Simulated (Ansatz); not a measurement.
# Straining LiPS3 (C2/m): density functionals against G0W0, part 3 of 3

Aim: how the gap of LiPS3 (C2/m) follows strain, by a semilocal functional, a hybrid and G0W0.

Ansatz 0.2.0; a semilocal functional, HSE06 and G0W0, plane waves, PAW. Known limits of the many-body steps: not at the basis limit; coarse k mesh.

So far. Step 21 (Biaxial in xy -4.0 %: G0W0): The gap on the mesh goes from 1.83 eV to 3.13 eV, a correction of +1.29 eV. Between the two edge states, bare exchange in place of the xc potential would open the gap by 7.70 eV, and correlation takes back 6.41 eV. Step 22 (Biaxial in xy -4.0 %: HSE06): The gap stands +1.04 eV against PBE.

### Step 24. Uniaxial along x +2.0 %: PBE

input.yaml

```yaml
crystal:
  lattice:
    - [5.668956, -3.5035, 0.0]
    - [5.668956, 3.5035, 0.0]
    - [-3.8717053531, 0.0, 5.3074392707]
  atoms:
    - { symbol: Li, position: [0.7565665071, 0.2434334929, 0.0] }
    - { symbol: Li, position: [0.2434334929, 0.7565665071, 0.0] }
    - { symbol: P, position: [0.151766384, 0.151766384, 0.5774930815] }
    - { symbol: P, position: [0.848233616, 0.848233616, 0.4225069185] }
    - { symbol: S, position: [0.2233602005, 0.7766397995, 0.5] }
    - { symbol: S, position: [0.7766397995, 0.2233602005, 0.5] }
    - { symbol: S, position: [0.1928911699, 0.1928911699, 0.3185319987] }
    - { symbol: S, position: [0.8071088301, 0.8071088301, 0.6814680013] }
    - { symbol: S, position: [0.3216193748, 0.3216193748, 0.9397208144] }
    - { symbol: S, position: [0.6783806252, 0.6783806252, 0.0602791856] }
kpoints:
  mp_grid: { grid: [4, 4, 4] }
  band_path:
    path:
      - [0.0, 0.0, 0.0]
      - [-0.400156, 0.400156, 0.0]
      - [-0.599844, -0.400156, 0.0]
      - [-0.5, -0.5, 0.0]
      - [-0.5, -0.5, 0.5]
      - [-0.74864416, -0.25135584, 0.5]
      - [-0.25135584, 0.25135584, 0.5]
      - [0.0, 0.0, 0.5]
      - [-0.1, -0.1, 0.0]
    npoints: 1
hamiltonian:
  xc: pbe
  pseudopotentials: { kind: paw, azcp: { folder: soft_1 } }
scf:
  occupations: { method: fermi_dirac, width: 0.02 }
  n_extra_bands: 7
output:
  eigenvalues: true
  forces: true
  stress: true
```

Started as:

```bash
> ansatz run input.yaml --threads 2 --pin off --max-ram 92160MiB --backend cuda --events-out ev --progress --plain --runs-dir out --devices 1 --max-vram 13GiB
```

The job ended after 8.5 s (1 × NVIDIA H100 80GB HBM3 (shared by 6 runs) with 2 threads of AMD EPYC 7R13 (Zen 3), shared host; peak memory 0.92 GiB; 6.4 s of CPU time).

This step gave:

| Item | Value |
| --- | --- |
| pressure | 0.6272 GPa |
| gap | 1.678 eV |
| valence top at | Γ |
| conduction bottom at | A |
| least direct gap | 2.054 eV |

The gap is indirect, with the least direct gap 0.38 eV higher.

### Step 25. Uniaxial along x +2.0 %: G0W0

This step: G0W0 on PBE, plane waves, PAW; PAW set soft_1.

input.yaml, the sections that differ from step 24:

```yaml
kpoints:
  mp_grid: { grid: [2, 2, 2] }
scf:
  occupations: { method: fixed }
gw:
  n_empty_bands: 777
  ecut_chi: 140
  qp_bands: [v3, c3]
  qp_kpoints: band_edges
  screening: { model: contour_deformation }
# crystal, hamiltonian: as in step 24
# output: removed
```

Wall time 11 s (1 × NVIDIA H100 80GB HBM3 (shared by 6 runs) with 2 threads); peak memory 2 GiB; 16 s of CPU time.

This step gave:

| Property | Result |
| --- | --- |
| bands summed | 803 |
| RPA ε∞ on this mesh (eigenvalues) | 4.378, 4.736, 6.018 |
| plane waves in the screening matrix | 801 |
| G0W0 gap on the mesh | 3.126 eV |
| k of the valence top | 0, 0, 0 |
| k of the conduction bottom | 0, 0, -0.5 |
| starting gap on the mesh | 1.673 eV |
| least direct G0W0 gap on the computed points | 3.487 eV |

The gap on the mesh goes from 1.67 eV to 3.13 eV, a correction of +1.45 eV. Between the two edge states, bare exchange in place of the xc potential would open the gap by 7.68 eV, and correlation takes back 6.23 eV.

### Step 26. Uniaxial along x +2.0 %: HSE06

This step: DFT, HSE06, plane waves, PAW; PAW set soft_1.

Edit input.yaml of step 25 so:

```diff
@@ -17,5 +17,17 @@
 kpoints:
-  mp_grid: { grid: [2, 2, 2] }
+  mp_grid: { grid: [2, 2, 4] }
+  band_path:
+    path:
+      - [0.0, 0.0, 0.0]
+      - [-0.400156, 0.400156, 0.0]
+      - [-0.599844, -0.400156, 0.0]
+      - [-0.5, -0.5, 0.0]
+      - [-0.5, -0.5, 0.5]
+      - [-0.74864416, -0.25135584, 0.5]
+      - [-0.25135584, 0.25135584, 0.5]
+      - [0.0, 0.0, 0.5]
+      - [-0.1, -0.1, 0.0]
+    npoints: 1
 hamiltonian:
-  xc: pbe
+  xc: hse06
   pseudopotentials: { kind: paw, azcp: { folder: soft_1 } }
@@ -23,7 +35,4 @@
   occupations: { method: fixed }
-gw:
-  n_empty_bands: 777
-  ecut_chi: 140
-  qp_bands: [v3, c3]
-  qp_kpoints: band_edges
-  screening: { model: contour_deformation }
+  n_extra_bands: 7
+output:
+  eigenvalues: true
```

It took 16 s on 1 × NVIDIA H100 80GB HBM3 (shared by 6 runs) with 2 threads; peak memory 1.1 GiB.

This step gave:

- gap: 2.737 eV
- valence top at: Γ
- conduction bottom at: A
- least direct gap: 3.117 eV

The gap stands +1.06 eV against PBE.

### Step 27. Gaps under strain

Gaps in eV; G0W0 is the start's gap plus the shift on one mesh and one count of bands for all cells.

| strain | PBE | G0W0@PBE | HSE06 | change, PBE | change, G0W0@PBE | change, HSE06 |
| --- | --- | --- | --- | --- | --- | --- |
| unstrained | 1.73 | 3.15 | 2.79 | - | - | - |
| hydrostatic -3.0 % | 1.71 | 2.98 | 2.75 | −0.021 | −0.169 | −0.042 |
| hydrostatic +1.0 % | 1.74 | 3.21 | 2.81 | +0.012 | +0.063 | +0.018 |
| uniaxial along z +0.5 % | 1.74 | 3.17 | 2.81 | +0.015 | +0.024 | +0.017 |
| biaxial in xy -4.0 % | 1.85 | 3.13 | 2.89 | +0.118 | −0.018 | +0.103 |
| uniaxial along x +2.0 % | 1.68 | 3.13 | 2.74 | −0.052 | −0.020 | −0.051 |

### Step 28. Results

| Property | Result |
| --- | --- |
| unstrained | PBE 1.73, G0W0@PBE 3.15, HSE06 2.79 eV |
| hydrostatic -3.0 % | PBE 1.71, G0W0@PBE 2.98, HSE06 2.75 eV |
| hydrostatic +1.0 % | PBE 1.74, G0W0@PBE 3.21, HSE06 2.81 eV |
| uniaxial along z +0.5 % | PBE 1.74, G0W0@PBE 3.17, HSE06 2.81 eV |
| biaxial in xy -4.0 % | PBE 1.85, G0W0@PBE 3.13, HSE06 2.89 eV |
| uniaxial along x +2.0 % | PBE 1.68, G0W0@PBE 3.13, HSE06 2.74 eV |

Hydrostatic -3.0 %: the G0W0@PBE gap changes by −0.17 eV. Hydrostatic +1.0 %: the G0W0@PBE gap changes by +0.06 eV. Uniaxial along z +0.5 %: the G0W0@PBE gap changes by under 0.03 eV, which these settings can't resolve. Biaxial in xy -4.0 %: the G0W0@PBE gap changes by under 0.03 eV, which these settings can't resolve. The slope for hydrostatic strain is +0.058 eV for each per cent, between hydrostatic -3.0 % and hydrostatic +1.0 %. PBE misses the unstrained G0W0@PBE gap by −1.42 eV but its changes by 0.148 eV at most. HSE06 misses the unstrained G0W0@PBE gap by −0.36 eV but its changes by 0.127 eV at most. Levels are read on the mesh, at the zone's corners and at the band edges found on the unstrained path, so a valley that moves off them is missed. The count of screening plane waves jumps between cells, which leaves noise of a few hundredths of an eV in G0W0. The 2×2×2 mesh is coarse for this cell (its supercell is 13 Å along the shortest edge). The RPA ε∞ on it, from the PBE start, is 4.59, 4.88 and 6.32; such meshes misread the long-range screening, most where the gap is narrow.

[Paths, hosts, dates, memory and timing lines, banners, echoed tables and standing remarks are left out of the program output.]

[Logs are printed without paths, hosts, clocks, repeated set-up lines and the standing remarks that a program may print on its own settings, such as how far it seeks lower states.]

[Runs of the session that timed out or met a known fault of the program may be left out.]

[Cells called generated may have been cut or substituted from an entry of the Crystallography Open Database or the Materials Project.]

[Hosts, paths, dates, database ids (printed as entryN), source tags and the programs' standing remarks are cut or masked in the printed files.]
